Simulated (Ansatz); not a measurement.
In doubt: one-shot GW on d or f shells is unsure (in some of the runs), so the values of those runs are not to be relied on; the program warns that the response may not be converged on this k-mesh (in some of the runs), which bears on dielectric and field responses.

Consider CuBiPbS3 (Aikinite).

```cif
data_structure
_symmetry_space_group_name_H-M 'P 1'
_symmetry_Int_Tables_number 1
_cell_length_a 11.6380
_cell_length_b 4.0390
_cell_length_c 11.3190
_cell_angle_alpha 90.000
_cell_angle_beta 90.000
_cell_angle_gamma 90.000
_cell_volume 532.06
loop_
_atom_site_label
_atom_site_type_symbol
_atom_site_fract_x
_atom_site_fract_y
_atom_site_fract_z
_atom_site_occupancy
Cu1 Cu 0.23380 0.25000 0.20850 1
Cu2 Cu 0.26620 0.75000 0.70850 1
Cu3 Cu 0.73380 0.25000 0.29150 1
Cu4 Cu 0.76620 0.75000 0.79150 1
Bi5 Bi 0.01890 0.25000 0.68270 1
Bi6 Bi 0.48110 0.75000 0.18270 1
Bi7 Bi 0.51890 0.25000 0.81730 1
Bi8 Bi 0.98110 0.75000 0.31730 1
Pb9 Pb 0.83290 0.25000 0.01050 1
Pb10 Pb 0.66710 0.75000 0.51050 1
Pb11 Pb 0.33290 0.25000 0.48950 1
Pb12 Pb 0.16710 0.75000 0.98950 1
S13 S 0.71600 0.25000 0.69860 1
S14 S 0.78400 0.75000 0.19860 1
S15 S 0.21600 0.25000 0.80140 1
S16 S 0.28400 0.75000 0.30140 1
S17 S 0.04670 0.25000 0.14000 1
S18 S 0.45330 0.75000 0.64000 1
S19 S 0.54670 0.25000 0.36000 1
S20 S 0.95330 0.75000 0.86000 1
S21 S 0.37750 0.25000 0.05590 1
S22 S 0.12250 0.75000 0.55590 1
S23 S 0.87750 0.25000 0.44410 1
S24 S 0.62250 0.75000 0.94410 1
```

The cell and positions come from the Crystallography Open Database and are kept as given unless a step says otherwise. Spin-orbit coupling is left out unless a run names it. PAW set soft_2, made with PBE.

Gaps computed with Ansatz 0.2.0 without a self-energy: LDA 0.59 eV, LDA+SOC 0.36 eV, r2SCAN 0.86 eV and HSE06 1.44 eV. The mean ε∞ by LDA perturbation theory is 17.13.

What gap should G0W0 on LDA give (2×4×2 mesh, 1393 empty bands, screening to 110 eV, default PAW files)?

About 0.94 eV: on its mesh the run moves the gap from 0.60 eV by +0.35 eV. Among the scalar-relativistic levels given, r2SCAN is nearest (−0.08 eV). One-shot corrections scale roughly with one over ε∞, here 0.06. Spin-orbit coupling is not in that value; its −0.23 eV at the LDA level would bring it to about 0.71 eV. Bands and cutoff are finite, so the gap is not at the basis limit. The miss can reach some tenths of an eV and take either sign; the mesh is an error of its own. The 2×4×2 mesh is coarse for this cell (its supercell is 16 Å along the shortest edge). The RPA ε∞ on it, from the LDA start, is 16.67, 17.48 and 17.88; such meshes misread the long-range screening, most where the gap is narrow. Where an edge is built on 6p states of lead, bismuth or thallium, scalar-relativistic gaps usually stand too wide, by a few tenths to over one eV. A d shell, filled or nearly so, lies near the gap. One-shot GW converges very slowly in bands there, not always from below, and on a semilocal start the gap tends to come out low; starts rich in exact exchange can overshoot instead. The many-body steps are scalar-relativistic: spin-orbit coupling is not in them.

[Paths, hosts, dates, memory and timing lines, banners, echoed tables and standing remarks are left out of the program output.]

[Logs are printed without paths, hosts, clocks, repeated set-up lines and the standing remarks that a program may print on its own settings, such as how far it seeks lower states.]

[Runs of the session that timed out or met a known fault of the program may be left out.]

[Cells called generated may have been cut or substituted from an entry of the Crystallography Open Database or the Materials Project.]

[Hosts, paths, dates, database ids (printed as entryN), source tags and the programs' standing remarks are cut or masked in the printed files.]
